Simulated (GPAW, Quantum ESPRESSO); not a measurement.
Two runs for the C K edge of atom 2 in HfC (Fm-3m). Run A: Quantum ESPRESSO XSpectra, LDA, excited-electron core hole (neutral cell), 16-atom cell with 6.6 Å between holes, 6×6×6 k points, dipole transitions, Lorentzian half width 0.4 eV, without spin-orbit coupling. Run B differs in one choice.

Energy from the energy zero of the input (xe0, at the border of filled and empty states); intensity scaled to a mean of 1 over the first 20 eV:

```tsv
E (eV)	A	B
-2.00	0.05	0.04
-1.25	0.08	0.06
-0.50	0.16	0.13
0.25	0.45	0.46
1.00	0.66	0.67
1.75	0.80	0.79
2.50	1.03	1.07
3.25	1.15	1.19
4.00	1.26	1.27
4.75	1.61	1.61
5.50	1.43	1.40
6.25	1.04	1.06
7.00	0.95	1.02
7.75	1.23	1.22
8.50	1.59	1.45
9.25	1.58	1.61
10.00	2.29	1.83
10.75	2.08	1.70
11.50	1.39	1.42
12.25	1.47	1.23
13.00	0.95	1.00
13.75	0.69	0.82
14.50	0.63	0.71
15.25	0.47	0.63
16.00	0.60	0.58
16.75	0.53	0.51
17.50	0.24	0.45
18.25	0.16	0.41
19.00	0.19	0.41
19.75	0.35	0.43
20.50	0.47	0.45
21.25	0.31	0.48
22.00	0.30	0.51
22.75	0.39	0.57
23.50	0.87	0.63
24.25	0.62	0.68
25.00	0.59	0.74
25.75	1.12	0.80
26.50	1.35	0.85
27.25	1.46	0.87
28.00	1.42	0.84
28.75	1.01	0.79
29.50	0.78	0.71
30.25	0.52	0.63
31.00	0.41	0.56
31.75	0.39	0.51
```

The database entry behind the starting cell differs from later determinations by our own check (about 0.2 % long), so it need not match the best structure at ambient conditions.

**Question.** What was changed?
a) the size of the supercell
b) the k mesh of the field
c) the broadening
d) the plane-wave cutoff

(c): run B changes the broadening from Lorentzian half width 0.4 eV to Lorentzian half width 0.3 eV up to 4 eV, rising linearly to 2.5 eV at 25 eV. The scaled spectrum changes by 15 % r.m.s. The highest intensity below 16 eV goes from 10.4 eV (2.43) to 10.2 eV (1.84). Other settings could leave a like mark; this is the one that was changed.

[Banner, clock and machine lines of the logs are left out without a mark of their own.]

[Logs are printed without paths, hosts, clocks, repeated set-up lines and the standing remarks that a program may print on its own settings, such as how far it seeks lower states.]

[Hosts, paths, dates, database ids (printed as entryN), source tags and the programs' standing remarks are cut or masked in the printed files.]

[Lists of maxima count a maximum above −3 eV only where it reaches 4 % of the highest in the window and stands out from its surroundings by 2 % of it (1.5 % where it reaches 55 %); shoulders and weaker maxima are passed over, and of the rest the first, up to two pre-edge ones and the few strongest are named.]
